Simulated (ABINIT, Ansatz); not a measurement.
# SrCl2 (Fm-3m): zone-centre phonons, part 3 of 3

Aim: the zone-centre modes of SrCl2 (Fm-3m).

ABINIT 10.8.3; DFT LDA, scalar-relativistic, plane waves, PseudoDojo norm-conserving pseudopotentials.

So far, mean static dielectric tensor (ions relaxed, fixed cell): step 6 (modes with the sum rule) 7.22.

## (8) Cross-check with Ansatz

The same cell, potentials and cutoff go through another code, on another k mesh. Its k mesh is centred on Γ.

This step: DFT LDA, scalar-relativistic, plane waves, PseudoDojo norm-conserving pseudopotentials (Ansatz 0.2.0).

Contents of input.yaml:

```yaml
crystal:
  lattice:
    - [0.0, 3.3995065181, 3.3995065181]
    - [3.3995065181, 0.0, 3.3995065181]
    - [3.3995065181, 3.3995065181, 0.0]
  atoms:
    - { symbol: Sr, position: [0.0, 0.0, 0.0] }
    - { symbol: Cl, position: [0.25, 0.25, 0.25] }
    - { symbol: Cl, position: [0.75, 0.75, 0.75] }
kpoints:
  mp_grid: { grid: [6, 6, 6] }
hamiltonian:
  xc: lda
  pseudopotentials: { kind: nc, accuracy: standard }
scf:
  occupations: { method: fixed }
output:
  eigenvalues: true
basis:
  ecutwfc: 761.919
phonons:
  method: dfpt
  dielectric: true
  rigid_motions: translations
```

Command:

```sh
$ ansatz run input.yaml --threads 4 --pin off --max-ram 8192MiB --backend cpu --events-out ev --progress --plain --runs-dir out
```

What it wrote:

```text
Warning: basis.ecutwfc = 761.919 eV is below the records' recommended 925.187132 eV, and the density's cutoff is lower with it unless basis.ecutrho_ratio is high enough to keep the records' density cutoff: compare with a run at a higher cutoff
Engine: ansatz 0.2.0, x86_64-unknown-linux-gnu
Pseudopotentials: kind: nc
Pseudopotential: Sr, nc, valence charge 10, recommended cutoff 925.187132 eV (normal), Sr.nc.azcp (PseudoDojo's, or run here from an input of PseudoDojo's; its table is named by hamiltonian.pseudopotentials.accuracy)
Pseudopotential: Cl, nc, valence charge 7, recommended cutoff 761.918815 eV (normal), Cl.nc.azcp (PseudoDojo's, or run here from an input of PseudoDojo's; its table is named by hamiltonian.pseudopotentials.accuracy)
Functional definition: SPW92
  exchange = slater_x
  correlation = pw_c
Crystal: 3 atoms, lattice volume = 78.574 Å³
Basis set: ecut = 761.919 eV, 3719 PW (Γ), exchange–correlation on 90×90×90 points (8 copies of the dense FFT grid, shifted against one another)
Bands: 16, of which v1, the nominal top of the filled ones, is band 12 counted from 1 (11 counted from 0)
Symmetry: 48 space group operations
k-points: 46 of 216 (irreducible under 4 space group operations, time reversal used)
Non-local potential: Sr, projectors of the file, l = 0: 2, l = 1: 2, l = 2: 2
Non-local potential: Cl, projectors of the file, l = 0: 2, l = 1: 2, l = 2: 2
Initial density: superposition of atomic densities (chi_scale 0.1, normalization cell, long waves kept (reshape's long-wave potential 0.00 eV rms))
Initial wavefunctions: pseudopotential atomic-orbital guess
Functional: x = slater, c = lda
SCF iter   1: F=—  HF=-1833.993441 eV  |F-HF|=—  |Δ(HF+E_count)|=         —  Δρ=4.43e-2  dr2=2.91e0  ethr=3.10e-3  ⟨swp⟩=6.0  Hψ=4282  notcnv=0  defer=85
preconditioner: auto → none  [insulator: Δε(μ)=3.869 eV  Ē_g=13.460 eV  n_scr=14 (ndim 8)  ℏωp=19.6 eV  f_vac=0.008  ε∞_Penn≈3.1]
SCF iter   2: F=—  HF=-1832.766429 eV  |F-HF|=—  |Δ(HF+E_count)|=    1.23e0  Δρ=1.27e-2  dr2=1.80e-1  ethr=3.10e-3  ⟨swp⟩=4.6  Hψ=2208  notcnv=0  defer=42
SCF iter   3: F=—  HF=-1832.709734 eV  |F-HF|=—  |Δ(HF+E_count)|=   5.67e-2  Δρ=4.53e-3  dr2=1.52e-2  ethr=7.50e-4  ⟨swp⟩=2.0  Hψ=1103  notcnv=0  defer=87
SCF iter   4: F=—  HF=-1832.707839 eV  |F-HF|=—  |Δ(HF+E_count)|=   1.90e-3  Δρ=1.82e-3  dr2=3.61e-3  ethr=6.32e-5  ⟨swp⟩=3.0  Hψ=895  notcnv=0  defer=89
SCF iter   5: F=—  HF=-1832.707092 eV  |F-HF|=—  |Δ(HF+E_count)|=   7.47e-4  Δρ=4.11e-4  dr2=1.50e-4  ethr=1.51e-5  ⟨swp⟩=3.9  Hψ=1515  notcnv=0  defer=90
SCF iter   6: F=—  HF=-1832.707080 eV  |F-HF|=—  |Δ(HF+E_count)|=   1.16e-5  Δρ=5.23e-5  dr2=3.29e-6  ethr=6.27e-7  ⟨swp⟩=2.1  Hψ=1246  notcnv=0  defer=89
SCF iter   7: F=—  HF=-1832.707080 eV  |F-HF|=—  |Δ(HF+E_count)|=   3.22e-7  Δρ=4.74e-6  dr2=2.63e-8  ethr=1.37e-8  ⟨swp⟩=2.0  Hψ=1204  notcnv=0  defer=71
SCF iter   8: F=—  HF=-1832.707133 eV  |F-HF|=—  |Δ(HF+E_count)|=   5.34e-5  Δρ=9.06e-7  dr2=4.30e-10  ethr=1.09e-10  ⟨swp⟩=2.1  Hψ=1321  notcnv=0  defer=45
SCF iter   9: F=-1832.707133 eV  HF=-1832.707133 eV  |F-HF|=1.59e-11  |Δ(HF+E_count)|=  1.42e-10  Δρ=1.40e-7  dr2=2.06e-11  ethr=1.00e-12  ⟨swp⟩=11.8  Hψ=6518  notcnv=0
SCF 1 converged in 9 iterations: F = -1832.707133 eV  dr2 = 2.06e-11
NSCF: frozen V_eff on 2 k-points
DFPT response loops at Γ: preconditioner auto → none (the input reference at scf.mixing.eps_inf says where Resta's filter doesn't serve); β = 0.50; Broyden in place of MSR1
SCF converged after 9 iterations
Free energy (F): -1832.707133 eV
Harris-Foulkes:  -1832.707133 eV  (|F-HF|=1.59e-11)
Internal energy: -1832.707133 eV  (E = F + TS)
E sigma→0 (E₀):  -1832.707133 eV
Fermi energy:    3.677368 eV
--- Per-component energies (eV) ---
  E_band       = -133.779951
  E_kinetic    = 554.872509
  E_local      = -1168.450382  (includes V_loc(G=0)·N_el)
  E_nonlocal   = 264.568211
  E_hartree    = 300.503970
  E_xc         = -472.014200
  E_vxc        = -385.778227  (∫ρ·V_xc dr)
  E_ewald      = -1312.187242
  E_smearing   = -0.000000  (= −TS)
  E_closure    = -0.000000  (closes the sum)
  Σ components = -1832.707133   (vs F -1832.707133, Δ=0.00e0)
--- Band table (eV; the first three rows and the last of 46) ---
  k-point 0: bands = [... 8 lower, 1.2101, 3.3011, 3.3011, 3.3011, 8.8544, 9.4581, 9.4581, 12.4364]
  k-point 1: bands = [... 8 lower, 1.4395, 2.9342, 3.1226, 3.1226, 9.4930, 9.7156, 9.7156, 11.5336]
  k-point 2: bands = [... 8 lower, 1.8718, 2.3280, 2.7452, 2.7452, 10.0947, 10.0947, 10.3102, 11.7423]
  k-point 45: bands = [... 8 lower, 2.1708, 2.3365, 3.2054, 3.3005, 9.6173, 10.4937, 11.0049, 11.1699]
--- Phonons (Γ-DFPT): 2 representative perturbations + reference, on 46 of 216 k-points (Σ response iterations 6) ---
  k mesh reduced under 4 symmetry operations, with k and −k counted as one. Each operation leaves every solved perturbation unchanged. A smaller set is not considered because the run solves the response to a homogeneous field
  ASR residual: 3.230e-5 → 0.000e0 eV/Å²; symmetrization residual: 2.101e-6 eV/Å²
  ASR residual per site (eV/Å²): 3.23e-5 4.37e-6 4.37e-6
  Γ frequencies (cm⁻¹): 0.00 0.00 0.00 155.40 155.40 155.40 191.58 191.58 191.58
  ε∞ (high-frequency dielectric tensor):
        3.129635    -0.000000     0.000000
        0.000000     3.129635     0.000000
        0.000000    -0.000000     3.129635
  ε⁰ (static dielectric tensor: ions relaxed, cell fixed):
        7.228736    -0.000000     0.000000
       -0.000000     7.228736    -0.000000
        0.000000    -0.000000     7.228736
  ε⁰ − ε∞ (ionic part):
        4.099102    -0.000000     0.000000
       -0.000000     4.099102    -0.000000
        0.000000    -0.000000     4.099102
  softest optical mode at Γ: 155.40 cm⁻¹; the repairs (sum rule, projections) moved no ω² at Γ by more than (0.50 cm⁻¹)²
  Born effective charges Z* (e; rows j = field, columns β = displacement):
    site 0:
         2.48885    0.00000   -0.00000
         0.00000    2.48885    0.00000
         0.00000   -0.00000    2.48885
    site 1:
        -1.24443   -0.00000    0.00000
        -0.00000   -1.24443   -0.00000
         0.00000    0.00000   -1.24443
    site 2:
        -1.24443   -0.00000    0.00000
        -0.00000   -1.24443   -0.00000
         0.00000    0.00000   -1.24443
  Z* charge neutrality: 2.017e-5 e pre-enforcement
  k-mesh period / interband length: 28.8 Å / 1.32 Å = 21.78 at k = (0.0000, 0.0000, 0.0000), direct gap 5.553 eV — 14 or more, which is no proof of convergence
  optical modes at Γ without the LO–TO term, one row a degenerate level:
      ω (cm⁻¹)  modes    IR ((D/Å)²/amu)
        155.40      3            10.9400
        191.58      3             0.0000
  optical modes at Γ + LO–TO along q̂ = [1.0000, 0.0000, 0.0000]:
      ω (cm⁻¹)  modes    IR ((D/Å)²/amu)
        155.40      2             7.2933
        191.58      3             0.0000
        236.17      1             3.6467
  optical modes at Γ + LO–TO along q̂ = [0.0000, 1.0000, 0.0000]:
      ω (cm⁻¹)  modes    IR ((D/Å)²/amu)
        155.40      2             7.2933
        191.58      3             0.0000
        236.17      1             3.6467
  optical modes at Γ + LO–TO along q̂ = [0.0000, 0.0000, 1.0000]:
      ω (cm⁻¹)  modes    IR ((D/Å)²/amu)
        155.40      2             7.2933
        191.58      3             0.0000
        236.17      1             3.6467
```

Wall time 26 s (4 threads of Intel Xeon at 2.70GHz, shared host); peak memory 0.86 GiB.

Read from the output:

```yaml
sum_rule_residual_before_enforcement: 3.23e-5 eV/Å²
miss_of_the_charge_sum_rule: 2.02e-5 e
mean_high_frequency_dielectric_constant: 3.130
largest_born_charge_in_size_third_of_the_trace: 2.489 e
mean_static_dielectric_constant: 7.229
highest_mode_moved_by_the_lo_to_term: 236.2 cm⁻¹
```

Transverse modes. Lines of the infrared spectrum (strongest = 100):

```
position (cm⁻¹)  label  IR intensity ((D/Å)²/amu), degenerate modes summed, relative
            155    T1u                                                           100
            192    T2g                                                           0.0
```

## (9) The two compared: ABINIT PseudoDojo and Ansatz, PseudoDojo

Numbers from this step:

```yaml
root_mean_square_difference: 0.01 cm⁻¹
largest_difference: 0.01 cm⁻¹
```

Frequencies side by side, by row:

```
q (reciprocal lattice)  mode  ABINIT PseudoDojo (cm⁻¹)  Ansatz, PseudoDojo (cm⁻¹)
                 0 0 0     1                         0                          0
                 0 0 0     2                         0                          0
                 0 0 0     3                         0                          0
                 0 0 0     4                     155.4                      155.4
                 0 0 0     5                     155.4                      155.4
                 0 0 0     6                     155.4                      155.4
                 0 0 0     7                     191.6                      191.6
                 0 0 0     8                     191.6                      191.6
                 0 0 0     9                     191.6                      191.6
```

The two runs side by side. Further quantities:

```
                                                                               quantity  ABINIT PseudoDojo  Ansatz, PseudoDojo
                                                                                mean ε∞              3.129                3.13
largest Born charge in size (e; the first before, the second after the charge sum rule)              2.488               2.489
                                                       summed IR intensity ((D/Å)²/amu)              10.93               10.94
```

At the zone centre the largest difference (acoustic modes at Γ apart) is 0.005 % of the highest mode.

## (10) What came out

```json
{
 "space group after relaxation": "Fm-3m",
 "volume per atom": "26.2 Å³",
 "highest optical zone-centre mode (no LO-TO term)": "191.6 cm⁻¹",
 "lowest optical zone-centre mode": "155.4 cm⁻¹",
 "highest mode moved by the LO-TO term": "236.1 cm⁻¹",
 "mean high-frequency dielectric constant": "3.13",
 "largest Born charge in size (third of the trace)": "2.49 e",
 "mean static dielectric constant": "7.22",
 "imaginary optical modes at the zone centre (no q mesh in this session)": "none",
 "largest difference from Ansatz, PseudoDojo": "0.01 cm⁻¹"
}
```

**Reading.** At the LDA level the optical modes of SrCl2 (Fm-3m) at the zone centre (no LO-TO term) run from 155 to 192 cm⁻¹. Along the directions run, the highest mode that the macroscopic field moves lies at 236 cm⁻¹. Lattice motion raises the mean dielectric constant from 3.129 to 7.225. The Born charge of Sr is 2.488 e against a formal charge of +2, somewhat above it. ABINIT PseudoDojo and Ansatz, PseudoDojo agree to 0.01 cm⁻¹ (0.005 % of the highest mode compared) on all solved modes but the acoustic ones at Γ, without the LO-TO term. These are harmonic frequencies at zero temperature: anharmonic shifts and linewidths and thermal expansion are left out. Ansatz warns that the cutoff lies 18 % under the one recommended for these files; agreement at one cutoff is not convergence.

[Host names and launcher messages were left out of these logs when they were recorded.]

[Logs are printed without paths, hosts, clocks, repeated set-up lines and the standing remarks that a program may print on its own settings, such as how far it seeks lower states.]

[Hosts, paths, dates, database ids (printed as entryN), source tags and the programs' standing remarks are cut or masked in the printed files.]
